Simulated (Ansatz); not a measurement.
The compound is K2RhI6 (started from the K2PtCl6 type) (Fm-3m).

The structure was built from a prototype and need not be the compound's stable phase.

Symmetry: Fm-3m, No. 225, cubic system. The conventional cell has a = 10.696 Å, b = 10.696 Å, c = 10.696 Å, α = 90.00°, β = 90.00°, γ = 90.00°. Nearest to K lie 12 I at 3.78 Å. Nearest to Rh lie 6 I at 2.62 Å. Nearest to I lie 1 Rh at 2.62 Å and 4 K at 3.78 Å. Farther neighbours and most contacts between anions are not listed.

```cif
data_structure
_symmetry_space_group_name_H-M 'P 1'
_symmetry_Int_Tables_number 1
_cell_length_a 7.5632
_cell_length_b 7.5632
_cell_length_c 7.5632
_cell_angle_alpha 60.000
_cell_angle_beta 60.000
_cell_angle_gamma 60.000
_cell_volume 305.91
loop_
_atom_site_label
_atom_site_type_symbol
_atom_site_fract_x
_atom_site_fract_y
_atom_site_fract_z
_atom_site_occupancy
K1 K 0.25000 0.25000 0.25000 1
K2 K 0.75000 0.75000 0.75000 1
Rh3 Rh 0.00000 0.00000 0.00000 1
I4 I 0.24502 0.24502 0.75498 1
I5 I 0.75498 0.75498 0.24502 1
I6 I 0.24502 0.75498 0.24502 1
I7 I 0.75498 0.24502 0.75498 1
I8 I 0.75498 0.24502 0.24502 1
I9 I 0.24502 0.75498 0.75498 1
```

The structure was relaxed with LDA. The structure type comes from a generator and need not be one that this composition takes. The structure was generated from a model, not taken from a measurement. The runs that relaxed it are not among those shown. The program's search for lower electronic states was switched off, so nothing shows that the state found is the lowest. Spin-orbit coupling is left out unless a run names it. PAW set soft_2, made with PBE.

A constrained-RPA run (Ansatz 0.2.0; non-magnetic LDA; Rh d + anion p, bands v21 to c2, 2×2×2 mesh, medium accuracy) builds 23 functions on bands 7.5 eV wide, with 41.0 electrons in the window. The bare on-site interaction is 16.2 eV and the bare J 0.60 eV.

Estimate U, U′ and J.

On the Rh d shell, U = 5.40 eV (33 % of the bare value), U′ = 4.47 eV, J = 0.45 eV.

The parent state is non-magnetic and the interaction static (zero frequency); U depends on the window and the orbitals, so it belongs to this model alone. A window that holds the anion p bands defines a model with explicit ligands; its U belongs to that model and is not the U of DFT+U. Coarse meshes can leave U off its limit, most where the target bands are metallic.

[Paths, hosts, dates, memory and timing lines, banners, echoed tables and standing remarks are left out of the program output.]

[Logs are printed without paths, hosts, clocks, repeated set-up lines and the standing remarks that a program may print on its own settings, such as how far it seeks lower states.]

[Runs of the session that timed out or met a known fault of the program may be left out.]

[Hosts, paths, dates, database ids (printed as entryN), source tags and the programs' standing remarks are cut or masked in the printed files.]
